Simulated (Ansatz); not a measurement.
## TiSi2 (Fddd): the Drude term of Re ε in the infrared

Re ε of TiSi2 (Fddd) along x at low photon energies is read from one computed spectrum; the carriers' damping was typed as γ = 0.2 eV. x, y and z are the Cartesian axes of the input cell.

Cell: a, b, c = 5.926, 4.884, 4.760 Å (primitive vectors), 6 atoms.

Method: Ansatz 0.2.0, PBE, independent particles, k-mesh 8×8×8 with interpolation inside its cells, Gaussian parameter 0.2 eV.

Launch of the response step: `ansatz run input.yaml --threads 4 --pin off --max-ram 8192MiB --backend cpu --events-out ev --progress --plain --runs-dir out`. The run took 88 s, on 4 threads of Arm Neoverse V2, with other jobs on the host.

| photon energy E (eV) | wavelength (µm) | Re ε |
| --- | --- | --- |
| 0.25 | 4.96 | -221.7 |
| 0.30 | 4.13 | -172.6 |
| 0.35 | 3.54 | -136.2 |
| 0.40 | 3.10 | ? |
| 0.50 | 2.48 | -70.1 |
| 0.60 | 2.07 | -44.5 |
| 0.70 | 1.77 | -26.7 |

A Drude term over a constant background gives Re ε = ε_b − ωp²/(E² + γ²), linear in 1/(E² + γ²).

Working, on the rows shown:

| x = 1/(E² + γ²) (eV⁻²) | y = Re ε |
| --- | --- |
| 9.7561 | -221.7 |
| 7.69231 | -172.6 |
| 6.15385 | -136.2 |
| 3.44828 | -70.1 |
| 2.5 | -44.5 |
| 1.88679 | -26.7 |

Means: x̄ = 5.2396, ȳ = -111.97. Σ(x − x̄)(y − ȳ) = -1212, Σ(x − x̄)² = 49.21. Slope = -1212 / 49.21 = -24.64; intercept = ȳ − slope · x̄ = 17.11. The line misses the rows shown by at most 2.7.

Problem. Fill in the last column of the withheld row.

Solution. At x = 5 the line gives y = -106.07. The run gave -108.7, so the interpolation is off by 2.6, 1.4 % of the range in the table.

Refitted with all rows, the slope is -24.62 and the intercept 16.677. These give ωp = √(−slope) = 4.96 eV, against 5.23 eV from the program's Fermi-surface sum, and an intercept of 16.7. Taking the program's Drude term off the rows leaves 45 at the lowest energy and 25 at the highest, so the background isn't constant: interband transitions lie in or near the window, and neither fitted number can be trusted. The cell comes from an older database entry, whose edges can be off by a per cent or so. The values come from a sum over the points of one k-mesh and carry its error, which is largest for Fermi-surface quantities.
